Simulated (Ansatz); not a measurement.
# Lattice dynamics of ZrTeSe monolayer, Janus

How does ZrTeSe monolayer, Janus vibrate, and is this structure a minimum?

Program: Ansatz 0.2.0. Level of theory: DFT PBEsol, scalar-relativistic, plane waves, PAW; PAW set soft_1. Results are calculated unless marked as measured.

## 1. Set-up

The cell holds 3 atoms: 1 Zr, 1 Se and 1 Te. Cell: a = 3.750 Å, b = 3.750 Å, c = 20.000 Å, α = 90.0°, β = 90.0°, γ = 120.0°. Vacuum lies along c.

## 2. Coarse relaxation

The start is far from rest, so a relaxation with loose tolerances brings it close first.

The program solves this slab on a cell height of its own, 30.0 Å, in place of the one typed.

input.yaml reads:

```yaml
crystal:
  lattice:
    - [3.75, 0.0, 0.0]
    - [-1.875, 3.2476, 0.0]
    - [0.0, 0.0, 20.0]
  atoms:
    - { symbol: Zr, position: [0.0, 0.0, 0.5] }
    - { symbol: Se, position: [0.333333, 0.666667, 0.575] }
    - { symbol: Te, position: [0.666667, 0.333333, 0.42] }
  periodic: [true, true, false]
kpoints:
  mp_grid: { grid: [6, 6, 1] }
hamiltonian:
  xc: pbesol
  pseudopotentials: { kind: paw, azcp: { folder: soft_1 }, xc_functional: pbe }
scf:
  occupations: { method: gaussian, width: 0.1 }
output:
  forces: true
  stress: true
  eigenvalues: true
relax:
  adjacent_minimum: "off"
  f_tol: 0.05
  max_steps: 80
  cell: { stress_2d_tol: 0.02 }
```

Launch:

```console
$ ansatz run input.yaml --threads 4 --pin off --max-ram 16384MiB --backend cpu --events-out ev --progress --plain --runs-dir out
```

Numbers of over 12 decimals in the logs are rounded to 6 here.

Output:

```text
[...]
F+E_penalty+E_count = -16457.71451157 eV   max|allowed force component| = 8.237e-3 eV/Å   (the final SCF, on the basis selected at the relaxed cell)
  cell:  # Å, volume = 376.0033 Å³
    - [3.804257, 0.0, 0]
    - [-1.902129, 3.294583, 0]
    - [0, 0, 30.0]
  atoms:
    - { symbol: Zr, position: [0, 0, 0.336701] }
    - { symbol: Se, position: [0.333333, 0.666667, 0.386451] }
    - { symbol: Te, position: [0.666667, 0.333333, 0.273515] }
[key lines of the parts left out:]
SCF converged after 8 iterations
Free energy (F): -16457.714512 eV
Fermi energy:    -4.959552 eV
P = ½ c Tr σ = 0.0041 N/m
```

Run time: 23 s. Hardware: 4 threads of Arm Neoverse V1, shared host; peak memory 0.69 GiB; 72 s of CPU time.

Relaxation path:

```tsv
step	energy less that of the first step (eV)	largest force component (eV/Å)	volume (Å³)
1	0.0000	3.2774	365.36
2	-0.5007	0.4730	369.53
3	-0.4659	0.8864	374.75
4	-0.5183	0.0633	376.25
5	-0.5184	0.0082	376.00
6*	-0.5187	0.0082	376.00
```

Relaxation steps marked * repeat the geometry before them on a plane-wave basis chosen anew for their cell, so energy and pressure can jump there. Relaxation step 3 was tried and not accepted.

Forces are held to the 6 operations that the run works with; a distortion that breaks them can't arise in this run.

```tsv
cell as run	before	after	change
a (Å)	3.750	3.804	+1.4 %
b (Å)	3.750	3.804	+1.4 %
```

The atoms that moved most (Å, along periodic axes as changes of fractional coordinates times the final cell, across vacuum about the mean position):

```tsv
atom	dx	dy	dz	length
Te3	0.000	0.000	-0.195	0.195
Zr1	0.000	0.000	0.101	0.101
Se2	0.000	0.000	0.094	0.094
```

Final coordinates:

```cif
data_structure
_symmetry_space_group_name_H-M 'P 1'
_symmetry_Int_Tables_number 1
_cell_length_a 3.8043
_cell_length_b 3.8043
_cell_length_c 30.0000
_cell_angle_alpha 90.000
_cell_angle_beta 90.000
_cell_angle_gamma 120.000
_cell_volume 376.00
loop_
_atom_site_label
_atom_site_type_symbol
_atom_site_fract_x
_atom_site_fract_y
_atom_site_fract_z
_atom_site_occupancy
Zr1 Zr 0.00000 0.00000 0.33670 1
Se2 Se 0.33333 0.66667 0.38645 1
Te3 Te 0.66667 0.33333 0.27351 1
```

This step gave:

- gap on the k-mesh: 0 eV
- area per atom: 4.178 Å²

The relaxation ends with a largest force component of 0.0082 eV/Å.

## 3. Bringing the structure to rest

Harmonic phonons are second derivatives at a point where the forces vanish, and they are wanted at zero stress, so atoms and cell are relaxed first.

input.yaml reads:

```yaml
crystal:
  lattice:
    - [3.8042570838, 0.0, 0.0]
    - [-1.9021285419, 3.2945832771, 0.0]
    - [0.0, 0.0, 30.0]
  atoms:
    - { symbol: Zr, position: [0.0, 0.0, 0.3367010154] }
    - { symbol: Se, position: [0.3333333333, 0.6666666667, 0.3864507677] }
    - { symbol: Te, position: [0.6666666667, 0.3333333333, 0.2735148835] }
  periodic: [true, true, false]
kpoints:
  mp_grid: { grid: [12, 12, 1] }
hamiltonian:
  xc: pbesol
  pseudopotentials: { kind: paw, azcp: { folder: soft_1 }, xc_functional: pbe }
scf:
  occupations: { method: gaussian, width: 0.1 }
output:
  forces: true
  stress: true
  eigenvalues: true
  write_density: true
  write_potential: true
  elf: true
  volumetric_format: npy
relax:
  adjacent_minimum: "off"
  f_tol: 0.005
  max_steps: 80
  cell: { stress_2d_tol: 0.02 }
```

Output:

```text
[...]
Crystal: 3 atoms, lattice volume = 376.003 Å³
Basis set: ecut = 420 eV, 7313 PW (Γ), exchange–correlation on 54×54×432 points (8 copies of the dense FFT grid, shifted against one another)
Bands: 27, of which v1, the nominal top of the filled ones, is band 22 counted from 1 (21 counted from 0)
Symmetry: 6 space group operations
[...]
k-points: 19 of 144 (time reversal used)
[...]
SCF iter   1: F=—  HF=-16458.117279 eV  |F-HF|=—  |Δ(HF+E_count)|=         —  Δρ=1.41e-2  dr2=1.40e0  ethr=3.10e-3  ⟨swp⟩=14.6  Hψ=3704  notcnv=0
[...]
SCF iter  10: F=-16457.727245 eV  HF=-16457.727245 eV  |F-HF|=2.62e-9  |Δ(HF+E_count)|=   7.75e-9  Δρ=1.74e-7  dr2=1.40e-10  ethr=2.68e-12  ⟨swp⟩=9.3  Hψ=3634  notcnv=0
SCF 1 converged in 10 iterations: F = -16457.727245 eV  dr2 = 1.40e-10
[...]
relax step   1: F+E_penalty+E_count = -16457.72724501 eV  Δ(F+E_penalty+E_count) = +0.000e0 eV  max|allowed force component| = 8.475e-3 eV/Å  Δτ_max = 0.0000 Å  P = +0.025 N/m  Ω = 376.003 Å³  fix = [c, alpha, beta]  reactions: c +0.000 N/m  (10 SCF iters, dr2 threshold 1.00e-7 eV, accepted)
Crystal: 3 atoms, lattice volume = 376.452 Å³
Basis set: ecut = 420 eV, 7325 PW (Γ), exchange–correlation on 54×54×432 points (8 copies of the dense FFT grid, shifted against one another)
[...]
SCF iter   6: F=-16457.727256 eV  HF=-16457.727256 eV  |F-HF|=4.66e-9  |Δ(HF+E_count)|=   1.30e-8  Δρ=3.11e-7  dr2=2.47e-10  ethr=1.02e-11  ⟨swp⟩=16.2  Hψ=4377  notcnv=0
SCF 2 converged in 6 iterations: F = -16457.727256 eV  dr2 = 2.47e-10
relax step   2: F+E_penalty+E_count = -16457.72725556 eV  Δ(F+E_penalty+E_count) = -1.055e-5 eV  max|allowed force component| = 1.278e-2 eV/Å  Δτ_max = 0.0036 Å  P = +0.054 N/m  Ω = 376.452 Å³  energy of the carried Pulay correction = -1.097e-5 eV  fix = [c, alpha, beta]  reactions: c +0.000 N/m  (6 SCF iters, dr2 threshold 4.49e-9 eV, accepted)
Crystal: 3 atoms, lattice volume = 376.569 Å³
[...]
SCF iter   5: F=-16457.727273 eV  HF=-16457.727273 eV  |F-HF|=2.51e-9  |Δ(HF+E_count)|=   2.65e-8  Δρ=3.55e-7  dr2=7.06e-10  ethr=1.60e-11  ⟨swp⟩=10.4  Hψ=3976  notcnv=0
SCF 3 converged in 5 iterations: F = -16457.727273 eV  dr2 = 7.06e-10
relax step   3: F+E_penalty+E_count = -16457.72727275 eV  Δ(F+E_penalty+E_count) = -1.720e-5 eV  max|allowed force component| = 2.893e-3 eV/Å  Δτ_max = 0.0008 Å  P = +0.019 N/m  Ω = 376.569 Å³  energy of the carried Pulay correction = -1.383e-5 eV  fix = [c, alpha, beta]  reactions: c +0.000 N/m  (5 SCF iters, dr2 threshold 1.02e-8 eV, accepted)
[...]
SCF iter   7: F=-16457.727286 eV  HF=-16457.727286 eV  |F-HF|=7.28e-11  |Δ(HF+E_count)|=  3.38e-10  Δρ=7.30e-9  dr2=3.77e-13  ethr=1.00e-12  ⟨swp⟩=14.1  Hψ=3367  notcnv=0
SCF 4 converged in 7 iterations: F = -16457.727286 eV  dr2 = 3.77e-13
relax step   4: F+E_penalty+E_count = -16457.72728615 eV  Δ(F+E_penalty+E_count) = -1.340e-5 eV  max|allowed force component| = 2.891e-3 eV/Å  Δτ_max = 0.0000 Å  P = +0.019 N/m  Ω = 376.569 Å³  fix = [c, alpha, beta]  reactions: c +0.000 N/m  stress off target by 1.92e-2 N/m on what of the cell is left free  SCF on the basis re-selected at this cell (its energy is not comparable with the rows above)  (7 SCF iters)
[...]
WARN: The output density's exchange-correlation potential varies sharply where the density is thin. Do not read a vacuum level from v_tot or v_xc, or from such a field of the output density. On a cell that repeats whose density bears no net charge and no dipole along the vacuum's axis use v_es (v_loc + v_h of the components); under efield.dipole_correction with no amplitude use v_es + v_field, which holds any externa [...]
SCF converged after 7 iterations
Free energy (F): -16457.727286 eV
[...]
Internal energy: -16457.721267 eV  (E = F + TS)
E sigma→0 (E₀):  -16457.724277 eV
Entropy (-TS):   -0.006019 eV (-2.006 meV/atom)
Fermi energy:    -4.947749 eV
[...]
--- Forces (eV/Å), atoms counted from 1 ---
  atom   1  Zr    -0.00000000    -0.00000000    -0.00079888
  atom   2  Se    -0.00000000    -0.00000000     0.00289135
  atom   3  Te     0.00000000     0.00000000    -0.00209238
  max |Σ_I F_I| component: 9.26e-8 eV/Å
--- 2D stress c σ (N/m, compression-positive) ---
        0.019242      -0.000000      -0.000000
       -0.000000       0.019242      -0.000000
       -0.000000      -0.000000       0.000000
  P = ½ c Tr σ = 0.0192 N/m
--- Band table (eV; the first three rows and the last of 19) ---
  k-point 0: bands = [... 18 lower, -7.6676, -6.6482, -4.5415, -4.5415, -4.2073, -4.2073, -3.7944, -1.0400, ... 1 higher]
  k-point 1: bands = [... 18 lower, -7.6443, -6.4471, -5.3243, -4.9616, -4.1108, -3.7754, -3.5290, -1.3499, ... 1 higher]
  k-point 2: bands = [... 18 lower, -7.5968, -6.5813, -6.0973, -5.4108, -4.2812, -3.3114, -3.2354, -1.7852, ... 1 higher]
  k-point 18: bands = [... 18 lower, -8.6313, -7.5076, -7.4713, -7.1731, -3.3664, -3.1356, -3.0567, -1.2908, ... 1 higher]
--- Relaxed structure (3 steps of the walk, 3 accepted, 1 SCFs on fresh bases) ---
[...]
cell:  # Å, volume = 376.5694 Å³
    - [3.807120, 1.059595580649277e-19, 0]
    - [-1.903560, 3.297063, 0]
    - [0, 0, 30.0]
  atoms:
    - { symbol: Zr, position: [0, 0, 0.336702] }
    - { symbol: Se, position: [0.333333, 0.666667, 0.386355] }
    - { symbol: Te, position: [0.666667, 0.333333, 0.273609] }
```

Run time: 35 s. Hardware: 4 threads; peak memory 0.77 GiB; 2.1 min of CPU time.

Little changed from the start: no atom moved by 0.005 Å and no cell edge by 0.1 %.

Numbers from this step:

```yaml
area_per_atom: 4.184 Å²
```

Valence density in the ac plane at fractional y = 0.000, with atoms of Zr within 0.2 Å of it. It is the smooth field of the valence electrons, not physical close to the nuclei.

Values in e/Å³, 24 rows by 14 columns, each cell a mean:
```
0.0 0.0 0.0 0.0 0.0 0.0 0.0 0.0 0.0 0.0 0.0 0.0 0.0 0.0
0.0 0.0 0.0 0.0 0.0 0.0 0.0 0.0 0.0 0.0 0.0 0.0 0.0 0.0
0.0 0.0 0.0 0.0 0.0 0.0 0.0 0.0 0.0 0.0 0.0 0.0 0.0 0.0
0.0 0.0 0.0 0.0 0.0 0.0 0.0 0.0 0.0 0.0 0.0 0.0 0.0 0.0
0.0 0.0 0.0 0.0 0.0 0.0 0.0 0.0 0.0 0.0 0.0 0.0 0.0 0.0
0.0 0.0 0.0 0.0 0.0 0.0 0.0 0.0 0.0 0.0 0.0 0.0 0.0 0.0
0.0 0.0 0.0 0.0 0.0 0.0 0.0 0.0 0.0 0.0 0.0 0.0 0.0 0.0
0.0 0.0 0.0 0.0 0.0 0.0 0.0 0.0 0.0 0.0 0.0 0.0 0.0 0.0
0.0 0.0 0.0 0.0 0.0 0.0 0.0 0.0 0.0 0.0 0.0 0.0 0.0 0.0
0.0 0.0 0.0 0.0 0.0 0.0 0.0 0.0 0.0 0.0 0.0 0.0 0.0 0.0
0.0 0.0 0.0 0.0 0.0 0.0 0.0 0.0 0.0 0.0 0.0 0.0 0.0 0.0
0.0 0.0 0.0 0.0 0.0 0.0 0.0 0.0 0.0 0.0 0.0 0.0 0.0 0.0
0.0 0.0 0.0 0.0 0.0 0.0 0.0 0.0 0.0 0.0 0.0 0.0 0.0 0.0
0.0 0.0 0.0 0.0 0.0 0.0 0.0 0.0 0.0 0.0 0.0 0.0 0.0 0.0
0.1 0.1 0.1 0.1 0.2 0.3 0.3 0.3 0.3 0.2 0.2 0.1 0.1 0.1
3.0 2.9 1.8 0.7 0.3 0.2 0.2 0.2 0.2 0.2 0.4 1.0 2.3 2.9
1.8 1.6 1.0 0.4 0.2 0.2 0.2 0.2 0.2 0.2 0.3 0.6 1.2 1.7
0.1 0.1 0.1 0.1 0.2 0.3 0.3 0.4 0.3 0.3 0.2 0.1 0.1 0.1
0.0 0.0 0.0 0.0 0.0 0.1 0.1 0.1 0.1 0.0 0.0 0.0 0.0 0.0
0.0 0.0 0.0 0.0 0.0 0.0 0.0 0.0 0.0 0.0 0.0 0.0 0.0 0.0
0.0 0.0 0.0 0.0 0.0 0.0 0.0 0.0 0.0 0.0 0.0 0.0 0.0 0.0
0.0 0.0 0.0 0.0 0.0 0.0 0.0 0.0 0.0 0.0 0.0 0.0 0.0 0.0
0.0 0.0 0.0 0.0 0.0 0.0 0.0 0.0 0.0 0.0 0.0 0.0 0.0 0.0
0.0 0.0 0.0 0.0 0.0 0.0 0.0 0.0 0.0 0.0 0.0 0.0 0.0 0.0
```
Columns run along a (3.8 Å), rows up along c (30.0 Å). Atoms in or near the plane, at fractional coordinates: Zr at (0.00, 0.34).

Electrostatic potential energy in the ac plane at fractional y = 0.000, with atoms of Zr within 0.2 Å of it. With pseudopotentials it is smooth inside the atoms' cores, unlike the true potential.

Values in eV, 24 rows by 14 columns, each cell a mean:
```
  0   0   0   0   0   0   0   0   0   0   0   0   0   0
  0   0   0   0   0   0   0   0   0   0   0   0   0   0
  0   0   0   0   0   0   0   0   0   0   0   0   0   0
  0   0   0   0   0   0   0   0   0   0   0   0   0   0
  0   0   0   0   0   0   0   0   0   0   0   0   0   0
  0   0   0   0   0   0   0   0   0   0   0   0   0   0
  0   0   0   0   0   0   0   0   0   0   0   0   0   0
  0   0   0   0   0   0   0   0   0   0   0   0   0   0
  0   0   0   0   0   0   0   0   0   0   0   0   0   0
  0   0   0   0   0   0   0   0   0   0   0   0   0   0
  0   0   0   0   0   0   0   0   0   0   0   0   0   0
  0   0   0   0   0   0   0   0   0   0   0   0   0   0
  0   0   0   0   0   0   0   0   0   0   0   0   0   0
  0   0   0   0   0  -1  -1  -1  -1  -1   0   0   0   0
 -5  -5  -4  -3  -4  -5  -6  -7  -6  -4  -4  -4  -4  -5
-17 -17 -17 -15 -11  -6  -5  -4  -5  -7 -12 -16 -17 -17
-15 -15 -14 -12  -8  -6  -5  -5  -5  -6  -9 -12 -14 -15
 -2  -2  -2  -3  -5  -7 -10 -11  -9  -6  -4  -3  -2  -2
  0   0   0  -1  -1  -1  -2  -2  -2  -1  -1  -1   0   0
  0   0   0   0   0   0   0   0   0   0   0   0   0   0
  0   0   0   0   0   0   0   0   0   0   0   0   0   0
  0   0   0   0   0   0   0   0   0   0   0   0   0   0
  0   0   0   0   0   0   0   0   0   0   0   0   0   0
  0   0   0   0   0   0   0   0   0   0   0   0   0   0
```
Columns run along a (3.8 Å; values clipped at the 3rd and 97th percentile), rows up along c (30.0 Å). Atoms in or near the plane, at fractional coordinates: Zr at (0.00, 0.34).

ELF in the ac plane at fractional y = 0.000, with atoms of Zr within 0.2 Å of it. It is the smooth field of the valence electrons, not physical close to the nuclei.

Values, 24 rows by 14 columns, each cell a mean:
```
0.00 0.00 0.00 0.00 0.00 0.00 0.00 0.00 0.00 0.00 0.00 0.00 0.00 0.00
0.00 0.00 0.00 0.00 0.00 0.00 0.00 0.00 0.00 0.00 0.00 0.00 0.00 0.00
0.00 0.00 0.00 0.00 0.00 0.00 0.00 0.00 0.00 0.00 0.00 0.00 0.00 0.00
0.00 0.00 0.00 0.00 0.00 0.00 0.00 0.00 0.00 0.00 0.00 0.00 0.00 0.00
0.00 0.00 0.00 0.00 0.00 0.00 0.00 0.00 0.00 0.00 0.00 0.00 0.00 0.00
0.00 0.00 0.00 0.00 0.00 0.00 0.00 0.00 0.00 0.00 0.00 0.00 0.00 0.00
0.00 0.00 0.00 0.00 0.00 0.00 0.00 0.00 0.00 0.00 0.00 0.00 0.00 0.00
0.00 0.00 0.00 0.00 0.00 0.00 0.00 0.00 0.00 0.00 0.00 0.00 0.00 0.00
0.00 0.00 0.00 0.00 0.00 0.00 0.00 0.00 0.00 0.00 0.00 0.00 0.00 0.00
0.00 0.00 0.00 0.00 0.00 0.00 0.00 0.00 0.00 0.00 0.00 0.00 0.00 0.00
0.00 0.00 0.00 0.00 0.00 0.00 0.00 0.00 0.00 0.00 0.00 0.00 0.00 0.00
0.00 0.00 0.00 0.00 0.00 0.00 0.00 0.00 0.00 0.00 0.00 0.00 0.00 0.00
0.00 0.00 0.00 0.00 0.01 0.01 0.02 0.02 0.02 0.01 0.01 0.00 0.00 0.00
0.01 0.02 0.04 0.10 0.20 0.32 0.38 0.40 0.37 0.28 0.17 0.08 0.03 0.02
0.06 0.08 0.18 0.37 0.58 0.70 0.73 0.74 0.73 0.67 0.53 0.31 0.13 0.08
0.46 0.58 0.60 0.40 0.23 0.32 0.44 0.48 0.41 0.27 0.25 0.47 0.63 0.55
0.42 0.45 0.43 0.35 0.33 0.43 0.50 0.52 0.49 0.40 0.32 0.37 0.45 0.44
0.11 0.15 0.28 0.47 0.60 0.63 0.61 0.60 0.62 0.63 0.57 0.41 0.22 0.13
0.02 0.03 0.06 0.15 0.30 0.45 0.53 0.55 0.51 0.40 0.25 0.12 0.04 0.02
0.00 0.00 0.00 0.01 0.02 0.04 0.06 0.07 0.05 0.03 0.02 0.01 0.00 0.00
0.00 0.00 0.00 0.00 0.00 0.00 0.00 0.00 0.00 0.00 0.00 0.00 0.00 0.00
0.00 0.00 0.00 0.00 0.00 0.00 0.00 0.00 0.00 0.00 0.00 0.00 0.00 0.00
0.00 0.00 0.00 0.00 0.00 0.00 0.00 0.00 0.00 0.00 0.00 0.00 0.00 0.00
0.00 0.00 0.00 0.00 0.00 0.00 0.00 0.00 0.00 0.00 0.00 0.00 0.00 0.00
```
Columns run along a (3.8 Å), rows up along c (30.0 Å). Atoms in or near the plane, at fractional coordinates: Zr at (0.00, 0.34).

## 4. Tight relaxation

Phonons need a cell at rest on their own settings, so the relaxation is repeated with tight tolerances on forces and stress, using the mesh and the filling of the phonon run that follows.

input.yaml, the sections that differ from step 3:

```yaml
crystal:
  lattice:
    - [3.8071202804, 0.0, 0.0]
    - [-1.9035601402, 3.2970628781, 0.0]
    - [0.0, 0.0, 30.0]
  atoms:
    - { symbol: Zr, position: [0.0, 0.0, 0.3367022529] }
    - { symbol: Se, position: [0.3333333333, 0.6666666667, 0.3863554457] }
    - { symbol: Te, position: [0.6666666667, 0.3333333333, 0.273608968] }
  periodic: [true, true, false]
scf:
  occupations: { method: methfessel_paxton, width: 0.2 }
relax:
  adjacent_minimum: "off"
  f_tol: 0.001
  max_steps: 60
  cell: { stress_2d_tol: 0.002 }
# kpoints, hamiltonian, output: as in step 3
```

Output:

```text
[...]
Crystal: 3 atoms, lattice volume = 376.569 Å³
Basis set: ecut = 420 eV, 7325 PW (Γ), exchange–correlation on 54×54×432 points (8 copies of the dense FFT grid, shifted against one another)
Bands: 27, of which v1, the nominal top of the filled ones, is band 22 counted from 1 (21 counted from 0)
Symmetry: 6 space group operations
[...]
k-points: 19 of 144 (time reversal used)
[...]
--- Relaxed structure (3 steps of the walk, 3 accepted, 1 SCFs on fresh bases) ---
[...]
cell:  # Å, volume = 376.6857 Å³
    - [3.807708, 0.0, 0]
    - [-1.903854, 3.297572, 0]
    - [0, 0, 30.0]
  atoms:
    - { symbol: Zr, position: [0, 0, 0.336697] }
    - { symbol: Se, position: [0.333333, 0.666667, 0.386355] }
    - { symbol: Te, position: [0.666667, 0.333333, 0.273614] }
[key lines of the parts left out:]
SCF converged after 7 iterations
Free energy (F): -16457.726340 eV
Fermi energy:    -4.943605 eV
P = ½ c Tr σ = 0.0015 N/m
```

Elapsed: 32 s, on 4 threads; peak memory 0.78 GiB.

Little changed from the start: no atom moved by 0.005 Å and no cell edge by 0.1 %.

This step gave:

| Quantity | Value |
| --- | --- |
| area per atom | 4.185 Å² |

Electrostatic potential energy in the ac plane at fractional y = 0.333, with atoms of Te within 0.2 Å of it. With pseudopotentials it is smooth inside the atoms' cores, unlike the true potential.

Ten even steps from '_' (-14 eV) to '@' (0 eV), each cell a mean:
```
@@@@@@@@@@@@@@@@@@@@@@@@@@@@
@@@@@@@@@@@@@@@@@@@@@@@@@@@@
@@@@@@@@@@@@@@@@@@@@@@@@@@@@
@@@@@@@@@@@@@@@@@@@@@@@@@@@@
@@@@@@@@@@@@@@@@@@@@@@@@@@@@
@@@@@@@@@@@@@@@@@@@@@@@@@@@@
@@@@@@@@@@@@@@@@@@@@@@@@@@@@
@@@@@@@@@@@@@@@@@@@@@@@@@@@@
@@@@@@@@@@@@@@@@@@@@@@@@@@@@
@@@@@@@@@@@@@@@@@@@@@@@@@@@@
@@@@@@@@@@@@@@@@@@@@@@@@@@@@
@@@@@@@@@@@@@@@@@@@@@@@@@@@@
@@@@@@@@@@@@@@@@@@@@@@@@@@@@
@@@@@@@@@@@@@@@@@@@@@@@@@@@@
**++==++**##%%@@@@@@@@@@%%%%
--::....--++**##%%%%%%%%##++
++======++++==--::::::----==
**%%%%%%##--____::**++____..
@@@@@@@@@@%%%%****++++**##%%
@@@@@@@@@@@@@@@@@@@@@@@@@@@@
@@@@@@@@@@@@@@@@@@@@@@@@@@@@
@@@@@@@@@@@@@@@@@@@@@@@@@@@@
@@@@@@@@@@@@@@@@@@@@@@@@@@@@
@@@@@@@@@@@@@@@@@@@@@@@@@@@@
```
Columns run along a (3.8 Å; values clipped at the 3rd and 97th percentile), rows up along c (30.0 Å). Atoms in or near the plane, at fractional coordinates: Te at (0.67, 0.27).

Valence density in the ac plane at fractional y = 0.333, with atoms of Te within 0.2 Å of it. It is the smooth field of the valence electrons, not physical close to the nuclei.

Ten steps, logarithmic in the rise over the least value, from '0' (0 e/Å³) to '9' (10 e/Å³), each cell a mean:
```
00000000000000
00000000000000
00000000000000
00000000000000
00000000000000
00000000000000
00000000000000
00000000000000
00000000000000
00000000000000
00000000000000
00000000000000
00000000000000
00000000000000
23332210000011
23332211111111
22222234555432
21112347999753
00000112222211
00000000000000
00000000000000
00000000000000
00000000000000
00000000000000
```
Columns run along a (3.8 Å), rows up along c (30.0 Å). Atoms in or near the plane, at fractional coordinates: Te at (0.67, 0.27).

ELF in the ac plane at fractional y = 0.333, with atoms of Te within 0.2 Å of it. It is the smooth field of the valence electrons, not physical close to the nuclei.

Ten even steps from '0' (0.00) to '9' (0.76), each cell a mean:
```
00000000000000
00000000000000
00000000000000
00000000000000
00000000000000
00000000000000
00000000000000
00000000000000
00000000000000
00000000000000
00000000000000
00000000000000
00000000000000
34554210000001
89999752000136
33443222222222
42123566656666
74236864211367
41003689999997
00000012333321
00000000000000
00000000000000
00000000000000
00000000000000
```
Columns run along a (3.8 Å), rows up along c (30.0 Å). Atoms in or near the plane, at fractional coordinates: Te at (0.67, 0.27).

The largest force component left is 0.65 meV/Å, within the tolerances set.

[end of part 1 of 2]

[Logs are printed without paths, hosts, clocks, repeated set-up lines and the standing remarks that a program may print on its own settings, such as how far it seeks lower states.]

[Hosts, paths, dates, database ids (printed as entryN), source tags and the programs' standing remarks are cut or masked in the printed files.]
